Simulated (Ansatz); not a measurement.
# TaTc (Pm-3m): phonons and vibrational spectra, part 3 of 3

How does TaTc (Pm-3m) vibrate, and is this structure a minimum?

Ansatz 0.2.0; DFT PBEsol, scalar-relativistic, plane waves, PAW; PAW set ansatz+soft_1.

So far. Step 3 (Relaxing to small forces for the phonons): The forces vanish by symmetry and the pressure is -0.001 GPa, within the tolerances set. The cell now holds 15.66 Å³/atom. Step 4 (Linear response at the zone centre): Before it was imposed, the acoustic sum rule was missed by 2.0e-5 eV/Å². Small misses are needed for a sound result but don't prove that mesh and cutoff are converged. The lowest optical mode is real, 192 cm⁻¹. The relaxed cell has a = 3.152 Å (conventional setting).

**5. Response at finite wavevector (continued)**

The partial phonon density of states has structure finer than the step of the table below, so its rows give means over 5 cm⁻¹, whole bins alone (the curve runs from -10 to 271 cm⁻¹). Peaks (cm⁻¹: height): Ta 119.1: 0.0358, 166.8: 0.0531; Tc 189.8: 0.0621, 200.4: 0.0424, 211.0: 0.0413, 223.4: 0.0359, 234.0: 0.0444, 248.1: 0.0995.

Phonopy on the run's constants, 17x17x17 mesh, Gaussian sigma 2.0 cm-1. Interpolated from a 4×4×4 q mesh. Partial phonon density of states against wavenumber; means over each step; values in 1/cm⁻¹/cell:

```
wavenumber (cm⁻¹)       Ta       Tc
               -5   1.3e-5   3.8e-6
                0   6.2e-5   3.2e-5
                5   9.8e-6   6.6e-6
               10   5.2e-6   2.6e-6
               15   1.7e-4   9.1e-5
               20   2.2e-4   1.2e-4
               25   2.4e-4   1.3e-4
               30   3.6e-4   1.8e-4
               35  0.00100   5.1e-4
               40   7.1e-4   3.5e-4
               45  0.00150   7.2e-4
               50  0.00157   7.3e-4
               55  0.00181   8.1e-4
               60  0.00268  0.00115
               65  0.00238   9.7e-4
               70  0.00341  0.00128
               75  0.00517  0.00191
               80  0.00455  0.00155
               85  0.00747  0.00222
               90  0.00649  0.00176
               95   0.0107  0.00244
              100   0.0120  0.00224
              105   0.0185  0.00243
              110   0.0257  0.00263
              115   0.0311  0.00233
              120   0.0350  0.00220
              125   0.0296  0.00173
              130   0.0253  0.00177
              135   0.0262  0.00186
              140   0.0243  0.00203
              145   0.0257  0.00184
              150   0.0249  0.00167
              155   0.0241  0.00135
              160   0.0287  0.00166
              165   0.0472  0.00259
              170   0.0410  0.00176
              175   0.0261  0.00155
              180   0.0179  0.00296
              185   0.0135   0.0246
              190   0.0131   0.0545
              195  0.00800   0.0297
              200  0.00692   0.0358
              205  0.00559   0.0152
              210  0.00848   0.0317
              215  0.00480   0.0224
              220  0.00386   0.0252
              225  0.00300   0.0290
              230  0.00290   0.0275
              235  0.00324   0.0388
              240  0.00333   0.0479
              245  0.00467   0.0826
              250  0.00397   0.0716
              255   8.1e-4   0.0121
              260   1.3e-5   1.7e-4
              265        0        0
```

Second derivatives of the energy by pair, one row for each kind of neighbour of each atom listed. Each entry sums the pair over the periodic images of the supercell that the q mesh stands for, and in a polar crystal it holds the long-range dipole part too. Force constants by pair, by row:

```
atom  neighbour  distance (Å)  third of the trace (eV/Å²)  along the pair's line (eV/Å²)
 Ta1     itself             0                       15.26                              –
 Ta1         Tc          2.73                      -1.244                         -2.419
 Ta1         Ta         3.152                     -0.6749                         -3.304
 Ta1         Ta         4.458                     -0.1252                        -0.7188
 Ta1         Tc         5.227                      0.0488                         0.1157
 Ta1         Ta          5.46                     -0.1115                        -0.3487
 Ta1         Ta         6.304                     -0.0146                         0.0439
 Ta1         Tc          6.87                     -0.0055                        -0.0152
 Ta1         Ta         7.048                      0.0114                         0.0293
 Tc2     itself             0                       17.09                              –
 Tc2         Ta          2.73                      -1.244                         -2.419
 Tc2         Tc         3.152                      -1.075                         -2.625
 Tc2         Tc         4.458                     -0.0966                        -0.3315
 Tc2         Ta         5.227                      0.0488                         0.1157
 Tc2         Tc          5.46                     -0.0716                        -0.3146
 Tc2         Tc         6.304                     -0.0538                        -0.5147
 Tc2         Ta          6.87                     -0.0055                        -0.0152
 Tc2         Tc         7.048                      0.0135                         0.0264
```

Harmonic thermodynamic functions per atom, from the density of states. Interpolated from a 4×4×4 q mesh. Thermodynamic functions, by row:

```
T (K)  F_vib (meV/atom)  S (J/mol-atom/K)  C_V (J/mol-atom/K)
    0             33.56                 0                   0
   50             33.32             1.844               5.087
  100             30.71             8.594               14.68
  200             14.77             21.47               21.55
  300            -12.47             30.61               23.34
  400            -47.88             37.43               24.02
  500            -89.57             42.83               24.35
  600            -136.3             47.28               24.53
  700            -187.4             51.07               24.64
  800              -242             54.37               24.71
  900            -299.9             57.28               24.76
 1000            -360.7             59.89               24.79
```

Harmonic mean-square displacement, third of the trace. Interpolated from a 4×4×4 q mesh. Mean square displacements, by row:

```
T (K)  Ta1 U_eq (Å²)  Tc2 U_eq (Å²)
    0        6.90e-4        8.60e-4
  100        0.00104        0.00108
  300        0.00258         0.0023
  600        0.00505         0.0044
```

Symmetry leaves 10 wavevectors to solve. The lowest mode among them, the acoustic zeros apart, lies at q = (0, 0, 0.25) and is real, 70.7 cm⁻¹.

**6. Results**

```
space group after relaxation (within 0.01 Å)            : Pm-3m
volume per atom                                         : 15.7 Å³
electronic character                                    : no gap on this mesh
highest optical mode at the zone centre (no LO-TO term) : 192 cm⁻¹
lowest optical zone-centre mode                         : 192 cm⁻¹
lowest mode on the q mesh (acoustic modes at Γ apart)   : 70.7 cm⁻¹
highest frequency on the path or at a solved wavevector : 254 cm⁻¹
zero-point energy per atom                              : 33.6 meV
heat capacity at 300 K                                  : 23.3 J/(mol atoms K)
vibrational entropy at 300 K                            : 30.6 J/(mol atoms K)
Debye temperature (second moment)                       : 348 K
imaginary modes on the 4×4×4 q mesh                     : none
```

**Reading.** The structure is a minimum as far as tested: no mode is imaginary at the 10 irreducible wavevectors of the 4×4×4 mesh, and the softest away from the acoustic zeros lies at 71 cm⁻¹. The optical modes at Γ form one degenerate level at 192 cm⁻¹. The highest mode in this list at Γ, 191.9 cm⁻¹, has its largest share on Tc (65 % of the kinetic energy). With no gap, or one that is small against the smearing, the frequencies hang on the k mesh and the smearing, most of all near Kohn anomalies. Spin-orbit coupling is left out, which can matter for the heavy elements here. The PAW files were made for PBE and serve the other functionals too. These are harmonic frequencies at zero temperature: anharmonic shifts, linewidths and thermal expansion are left out.

[Logs are printed without paths, hosts, clocks, repeated set-up lines and the standing remarks that a program may print on its own settings, such as how far it seeks lower states.]

[Hosts, paths, dates, database ids (printed as entryN), source tags and the programs' standing remarks are cut or masked in the printed files.]
